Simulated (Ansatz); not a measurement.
# Debugging a many-body input for InSe (P-6m2)

Aim: the G0W0 gap of InSe (P-6m2). The first input has a fault.

Calculated with Ansatz 0.2.0; G0W0 on LDA, plane waves, PAW.

### 1. Set-up

The structure is hexagonal, space group P-6m2 (No. 187). The conventional cell has a = 3.975 Å, b = 3.975 Å, c = 16.264 Å, α = 90.00°, β = 90.00°, γ = 120.00°. Nearest to In lie 3 Se at 2.62 Å and 1 In at 2.74 Å. Se has 3 In at 2.62 Å nearest. Nearest to Se lie 3 In at 2.62 Å. Farther neighbours and most contacts between anions are not listed.

The structure was relaxed with LDA. The runs that relaxed it are not among those shown. The default PAW set here is soft_2. Its files were made with PBE.

### 2. First try

The input, input.yaml:

```yaml
crystal:
  lattice:
    - [3.9748709455, 0.0, 0.0]
    - [-1.9874354728, 3.4423392156, 0.0]
    - [0.0, 0.0, 16.2636494814]
  atoms:
    - { symbol: In, position: [0.0, 0.0, 0.5842950809] }
    - { symbol: In, position: [0.0, 0.0, 0.4157049191] }
    - { symbol: In, position: [0.3333333333, 0.6666666667, 0.9156997426] }
    - { symbol: In, position: [0.3333333333, 0.6666666667, 0.0843002574] }
    - { symbol: Se, position: [0.6666666667, 0.3333333333, 0.8378264049] }
    - { symbol: Se, position: [0.6666666667, 0.3333333333, 0.1621735951] }
    - { symbol: Se, position: [0.3333333333, 0.6666666667, 0.6621026916] }
    - { symbol: Se, position: [0.3333333333, 0.6666666667, 0.3378973084] }
kpoints:
  mp_grid: { grid: [6, 6, 2] }
hamiltonian:
  xc: lda
scf:
  occupations: { method: fixed }
gw:
  n_empty_bands: 4
  ecut_chi: 40
  qp_bands: [v2, c2]
  qp_kpoints: band_edges
  screening: { model: contour_deformation }
```

Started as:

```console
$ ansatz run input.yaml --threads 3 --pin off --max-ram 92160MiB --backend cuda --events-out ev --progress --plain --runs-dir out --devices 1 --max-vram 13GiB
```

Numbers of over 12 decimals in the logs are rounded to 6 here.

Log:

```text
GPUs: using 1 of 1 available (devices: 1).
Engine: ansatz 0.2.0, x86_64-unknown-linux-gnu
Pseudopotentials: kind: paw
Pseudopotential: In, paw, valence charge 13, recommended cutoff 420 eV (normal), In.paw.azcp
Pseudopotential: Se, paw, valence charge 16, recommended cutoff 420 eV (normal), Se.paw.azcp
Functional definition: SPW92
  exchange = slater_x
  correlation = pw_c
device memory: the entry about to start is reckoned to put 4.3 GiB on a device that reports 36.0 GiB free (of which the cap on the GPU budget leaves the run 13.0 GiB)
GPU FFT provider: cuFFT
GPU libraries: cuBLAS 13.8.2, cuFFT 12.4.0, cuSOLVER 12.3.4
Crystal: 8 atoms, lattice volume = 222.533 Å³
Basis set: ecut = 420 eV, 4387 PW (Γ)
Bands: 70, of which v1, the nominal top of the filled ones, is band 58 counted from 1 (57 counted from 0)
Symmetry: 12 space group operations
Space group: P-6m2 (ITA 187), of the structure as read, at distance tolerance 6.1e-5 Å
k-points: 14 of 72 (time reversal used)
Non-local potential: In, projectors of the file, l = 0: 2, l = 1: 2, l = 2: 2, l = 3: 2
Non-local potential: Se, projectors of the file, l = 0: 2, l = 1: 2, l = 2: 3, l = 3: 1
PAW form: soft (Blöchl's): semilocal exchange-correlation on the pseudo side does not see the compensation charge
PAW frozen core: In, regenerated for the run's functional, and the local potential with it (the file was generated under x = pbe(κ = 0.804, μ = 0.219515), c = pbe(β = 0.066725))
PAW frozen core: Se, regenerated for the run's functional, and the local potential with it (the file was generated under x = pbe(κ = 0.804, μ = 0.219515), c = pbe(β = 0.066725))
PAW one-centre angular grid: In, 590 points (default); XC on 64 Gauss nodes
PAW one-centre angular grid: Se, 590 points (default); XC on 64 Gauss nodes
Initial density: superposition of atomic densities (neutral atoms: chi_scale 0, normalization atom), corrected by the library's trained network
Initial wavefunctions: pseudopotential atomic-orbital guess
GPU buffer pool allocated for 87480 grid points (all kernels)
GPU transforms: local potential and band sums: pruned to the plane-wave sphere, on 25×27×120
Functional: x = slater, c = lda
SCF iter   1: F=—  HF=-43365.519850 eV  |F-HF|=—  |Δ(HF+E_count)|=         —  Δρ=6.88e-3  dr2=1.11e-1  ethr=1.77e-3  ⟨swp⟩=5.0  Hψ=3313  notcnv=0  defer=135
preconditioner: auto → Resta (q_TF=auto, 2.448 Å⁻¹)  ε∞=3.4  [insulator: Δε(μ)=0.149 eV  Ē_g=13.932 eV  n_scr=66 (ndim 8)  ℏωp=21.7 eV  f_vac=0.064  ε∞_Penn≈3.4]
SCF iter   2: F=—  HF=-43365.491623 eV  |F-HF|=—  |Δ(HF+E_count)|=   2.82e-2  Δρ=2.86e-3  dr2=1.00e-2  ethr=9.59e-5  ⟨swp⟩=3.1  Hψ=1698  notcnv=0  defer=139
SCF iter   3: F=—  HF=-43365.489426 eV  |F-HF|=—  |Δ(HF+E_count)|=   2.20e-3  Δρ=9.15e-4  dr2=1.41e-3  ethr=8.63e-6  ⟨swp⟩=2.0  Hψ=1436  notcnv=0  defer=140
SCF iter   4: F=—  HF=-43365.489245 eV  |F-HF|=—  |Δ(HF+E_count)|=   1.81e-4  Δρ=2.35e-4  dr2=1.17e-4  ethr=1.22e-6  ⟨swp⟩=2.0  Hψ=1077  notcnv=0  defer=139
SCF iter   5: F=—  HF=-43365.489243 eV  |F-HF|=—  |Δ(HF+E_count)|=   1.21e-6  Δρ=4.58e-5  dr2=4.99e-6  ethr=1.01e-7  ⟨swp⟩=2.9  Hψ=1622  notcnv=0  defer=104
SCF iter   6: F=—  HF=-43365.489245 eV  |F-HF|=—  |Δ(HF+E_count)|=   1.60e-6  Δρ=1.22e-5  dr2=9.49e-7  ethr=4.31e-9  ⟨swp⟩=2.0  Hψ=1632  notcnv=0  defer=104
SCF iter   7: F=—  HF=-43365.489245 eV  |F-HF|=—  |Δ(HF+E_count)|=   1.60e-7  Δρ=4.64e-6  dr2=1.13e-7  ethr=8.18e-10  ⟨swp⟩=2.0  Hψ=1632  notcnv=0  defer=104
SCF iter   8: F=-43365.489245 eV  HF=-43365.489245 eV  |F-HF|=6.02e-9  |Δ(HF+E_count)|=   1.31e-8  Δρ=1.71e-6  dr2=1.20e-8  ethr=8.62e-11  ⟨swp⟩=10.2  Hψ=3691  notcnv=0
SCF 1 converged in 8 iterations: F = -43365.489245 eV  dr2 = 1.20e-8
[...]
device memory: the entry about to start is reckoned to put 5.4 GiB (of the 5.5 GiB reckoned in all, the device holds 0.1 GiB already) on a device that reports 35.1 GiB free (of which the cap on the GPU budget leaves the run 12.9 GiB)
NSCF: frozen V_eff on 14 k-points
[...]
device memory: the entry about to start is reckoned to put 3.9 GiB on a device that reports 35.3 GiB free (of which the cap on the GPU budget leaves the run 13.0 GiB)
NSCF: frozen V_eff on 14 k-points
G₀W₀ screening: q 1/14
[... further progress lines ...]
SCF converged after 8 iterations
Free energy (F): -43365.489245 eV
Harris-Foulkes:  -43365.489245 eV  (|F-HF|=6.02e-9)
Internal energy: -43365.489245 eV  (E = F + TS)
E sigma→0 (E₀):  -43365.489245 eV
Fermi energy:    7.715558 eV
--- Per-component energies (eV) ---
  E_band       = -1801.252182
  E_kinetic    = 1453.701847
  E_local      = -15472.621722  (includes V_loc(G=0)·N_el)
  E_nonlocal   = -875.675929
  E_hartree    = 7126.324972
  E_xc         = -1268.830699
  E_vxc        = -798.800739  (∫ρ·V_xc dr)
  E_paw        = -23370.260455  (= ΣΔE_a)
  E_vpaw       = -360.510407  (= ΣTr[D̂ρ^β])
  E_aug_tail   = -0.002296  (compensation charges beyond the density's cutoff)
  E_ewald      = -10968.132557
  E_core_change = 10.007595  (= ΣΔE_core)
  E_smearing   = -0.000000  (= −TS)
  E_closure    = 0.000000  (closes the sum)
  Σ components = -43365.489245   (vs F -43365.489245, Δ=0.00e0)
--- Band table (eV; the first three rows and the last of 14) ---
  k-point 0: bands = [... 54 lower, 6.4115, 6.5011, 6.5011, 7.7156, 7.8869, 9.4134, 9.6113, 9.6843, ... 8 higher]
  k-point 1: bands = [... 54 lower, 6.4669, 6.4669, 6.6103, 6.6580, 8.8028, 8.9060, 9.6688, 9.6972, ... 8 higher]
  k-point 2: bands = [... 54 lower, 6.1196, 6.2528, 6.4411, 7.4406, 9.2184, 9.7717, 10.2098, 10.3595, ... 8 higher]
  k-point 13: bands = [... 54 lower, 5.0572, 5.4397, 5.6484, 6.0677, 9.0641, 9.4091, 9.9001, 10.2316, ... 8 higher]
--- G₀W₀: contour deformation, 8 samples at zero and on the imaginary axis and 2 off it, 72 q-points, 4 empty bands' worth ---
  eigenvalues of the whole cell's RPA ε∞ on this k-mesh (on a slab, of 1 + 4πα/V) = 7.5116, 7.5116, 298.8802; static W/v taken at q = 0 is -0.001714
  gw.qp_kpoints: band_edges: 11 of 14 stored k-points solved, in 1 pass; an edge of the gap read off the rows below is read off those points alone
    valence top: of the k-points left out ik 9 came nearest to being solved in a further pass, in band 57 (counted from 1, as in the quasiparticle table): it holds the edge there only if its correction is more favourable than any solved in that band by at least 0.806 eV; those differ by 0.406 eV
    conduction bottom: of the k-points left out ik 11 came nearest to being solved in a further pass, in band 59 (counted from 1, as in the quasiparticle table): it holds the edge there only if its correction is more favourable than any solved in that band by at least 0.987 eV; those differ by 0.492 eV
  `?` marks the rows in doubt; gw_qp.tsv's column doubts and the gw_qp event give each row's grounds
    ik  band        ε_KS         Σx   Σc(E_QP)       V_xc       Z   E_QP_lin       E_QP  E_QP is
     0    57      6.5011   -18.2137     2.5602   -16.2685  0.6004     7.0224     7.1162  root
     0    58      7.7156   -16.3679     1.9528   -15.2520  0.6141     8.4144     8.5524  root ?
     0    59      7.8869   -10.6780    -1.3854   -14.5339  0.6380     9.8143    10.3574  root ?
     0    60      9.4134   -10.9689    -1.8441   -15.1684  0.6200    11.2928    11.7688  root ?
     1    57      6.6103   -15.3292     1.8593   -14.4418  0.5938     7.4066     7.5822  root ?
     1    58      6.6580   -15.3560     1.8664   -14.4518  0.5964     7.4496     7.6202  root ?
     1    59      8.8028   -11.3698    -1.2567   -14.8958  0.6281    10.5505    11.0720  root ?
     1    60      8.9060   -11.4833    -1.2625   -15.0113  0.6235    10.6396    11.1715  root ?
     2    57      6.4411   -15.7173     2.3076   -14.0142  0.5936     6.9525     7.0456  root ?
     2    58      7.4406   -16.5910     2.0951   -15.2784  0.6095     8.0958     8.2232  root ?
     2    59      9.2184   -11.1696    -1.6310   -15.2994  0.6305    11.2163    11.7171  root ?
     2    60      9.7717   -11.2683    -1.9603   -15.7021  0.6178    11.7761    12.2452  root ?
     3    57      7.0470   -16.4567     2.1907   -14.9956  0.6041     7.6593     7.7765  root ?
     3    58      7.0623   -16.4822     2.1830   -15.0348  0.6043     7.6795     7.7979  root ?
     3    59      9.4480   -10.9821    -1.7290   -15.1903  0.6281    11.4388    11.9272  root ?
[...]
8    57      6.5831   -15.8646     2.2449   -14.2598  0.6014     7.1237     7.2232  root
[...]
12    60      9.2938    -7.2271    -1.6636   -11.0225  0.6425    10.9602    11.4258  root ?
    13    57      5.6484   -15.0796     2.2893   -13.3649  0.5970     6.1359     6.2231  root ?
    13    58      6.0677   -16.1555     2.4156   -14.3325  0.5967     6.5704     6.6603  root ?
    13    59      9.0641    -7.3957    -1.6990   -11.2195  0.6408    10.7180    11.1889  root ?
    13    60      9.4091    -7.5732    -1.6944   -11.3546  0.6380    11.0430    11.4961  root ?
```

It took 22 s on 1 × NVIDIA H100 80GB HBM3 (shared by 6 runs) with 3 threads of AMD EPYC 7R13 (Zen 3), shared host; peak memory 1.2 GiB; 16 s of CPU time.

In the SCF lines HF is the Harris–Foulkes energy and dr2 the Hartree energy of the density residual, in eV; the loop may stop once dr2 is under the threshold and the program's other checks hold. Hψ counts applications of the Hamiltonian.

**Diagnosis.**

The run ended normally, though the input holds a fault or crude settings.

The fault: four empty bands in G0W0. The sums over empty states are cut off almost at the gap, so screening and correlation are far from complete.

It printed a gap of 1.80 eV, which is an artefact of the settings.

### 3. A better input

Now the one-shot GW correction: screening in the RPA, then the self-energy of the levels asked for.

input.yaml, as its differences from that of step 2:

```diff
@@ -21,4 +21,4 @@
 gw:
-  n_empty_bands: 4
-  ecut_chi: 40
+  n_empty_bands: 389
+  ecut_chi: 84
   qp_bands: [v2, c2]
```

Log:

```text
GPUs: using 1 of 1 available (devices: 1).
[...]
GPU FFT provider: cuFFT
GPU libraries: cuBLAS 13.8.2, cuFFT 12.4.0, cuSOLVER 12.3.4
Crystal: 8 atoms, lattice volume = 222.533 Å³
Basis set: ecut = 420 eV, 4387 PW (Γ)
Bands: 70, of which v1, the nominal top of the filled ones, is band 58 counted from 1 (57 counted from 0)
[... 1 set-up line as in the run before ...]
[...]
k-points: 14 of 72 (time reversal used)
[...]
GPU buffer pool allocated for 87480 grid points (all kernels)
[...]
SCF iter   1: F=—  HF=-43365.519850 eV  |F-HF|=—  |Δ(HF+E_count)|=         —  Δρ=6.88e-3  dr2=1.11e-1  ethr=1.77e-3  ⟨swp⟩=5.0  Hψ=3313  notcnv=0  defer=135
[...]
SCF iter   8: F=-43365.489245 eV  HF=-43365.489245 eV  |F-HF|=6.02e-9  |Δ(HF+E_count)|=   1.31e-8  Δρ=1.71e-6  dr2=1.20e-8  ethr=8.62e-11  ⟨swp⟩=10.2  Hψ=3691  notcnv=0
SCF 1 converged in 8 iterations: F = -43365.489245 eV  dr2 = 1.20e-8
[...]
3    59      9.4480   -10.9821    -3.5226   -15.1903  0.6409     9.9747    10.1337  root ?
[...]
8    58      6.8272   -16.3336     1.4535   -14.7642  0.6296     6.7010     6.7114  root
     8    59      9.7523   -10.9357    -3.7958   -15.4393  0.6377    10.3196    10.4601  root ?
     8    60     10.0345    -7.8506    -3.5966   -12.0685  0.6443    10.3827    10.6557  root ?
    12    57      5.6278   -14.9844     1.5113   -13.2822  0.6298     5.4400     5.4368  root
    12    58      5.8650   -15.4470     1.5587   -13.7423  0.6295     5.6901     5.7190  root ?
    12    59      9.2730    -7.2341    -3.5277   -10.9953  0.6477     9.4984     9.5064  root
    12    60      9.2938    -7.2271    -3.5475   -11.0225  0.6491     9.5325     9.5418  root
    13    57      5.6484   -15.0796     1.5230   -13.3649  0.6299     5.4601     5.4566  root
    13    58      6.0677   -16.1555     1.6802   -14.3325  0.6277     5.8993     5.9249  root
    13    59      9.0641    -7.3957    -3.5447   -11.2195  0.6505     9.3303     9.3432  root ?
    13    60      9.4091    -7.5732    -3.5323   -11.3546  0.6466     9.6488     9.6581  root
[key lines of the parts left out:]
SCF converged after 8 iterations
Free energy (F): -43365.489245 eV
Fermi energy:    7.715558 eV
```

It took 67 s on 1 × NVIDIA H100 80GB HBM3 (shared by 6 runs) with 3 threads; peak memory 2.2 GiB.

This step gave:

```
bands summed                                 : 447
RPA ε∞ on this mesh (eigenvalues)            : 9.283, 9.283, 304.9
plane waves in the screening matrix          : 355
q-points in the mesh                         : 72
G0W0 gap on the mesh                         : 0.9327 eV
k of the valence top                         : 0, 0, 0
k of the conduction bottom                   : 0, 0, 0
starting gap on the mesh                     : 0.1714 eV
Z at the valence top                         : 0.6357
Z at the conduction bottom                   : 0.6520
least direct G0W0 gap on the computed points : 0.9327 eV
```

The gap on the mesh goes from 0.17 eV to 0.93 eV, a correction of +0.76 eV. The program marks an edge row as in doubt. Between the two edge states, bare exchange in place of the xc potential would open the gap by 4.97 eV, and correlation takes back 4.21 eV.

### 4. Results

```yaml
first_try: converged after 22 s
better_run: G0W0 gap on the mesh 0.93 eV (6×6×2 mesh, 389 empty bands, screening to 84 eV)
```

The second run differs in: empty bands and screening cutoff (eV). Bands and cutoff are finite, so the gap is not at the basis limit. The miss can reach some tenths of an eV and take either sign; the mesh is an error of its own. The 6×6×2 mesh is coarse for this cell (its supercell is 24 Å along the shortest edge). The RPA ε∞ on it, from the LDA start, is 9.28 and 304.94; such meshes misread the long-range screening, most where the gap is narrow. On this mesh the RPA ε∞ passes 90, more than nearly any semiconductor shows; a coarse mesh does this where one point with a narrow direct gap carries much weight. The screening is then too strong, and the G0W0 gap should not be taken as the material's. The many-body steps are scalar-relativistic: spin-orbit coupling is not in them. The program marks a band-edge row as in doubt, so the gap is less sure than its digits.

[Paths, hosts, dates, memory and timing lines, banners, echoed tables and standing remarks are left out of the program output.]

[Logs are printed without paths, hosts, clocks, repeated set-up lines and the standing remarks that a program may print on its own settings, such as how far it seeks lower states.]

[Runs of the session that timed out or met a known fault of the program may be left out.]

[Cells called generated may have been cut or substituted from an entry of the Crystallography Open Database or the Materials Project.]

[Hosts, paths, dates, database ids (printed as entryN), source tags and the programs' standing remarks are cut or masked in the printed files.]
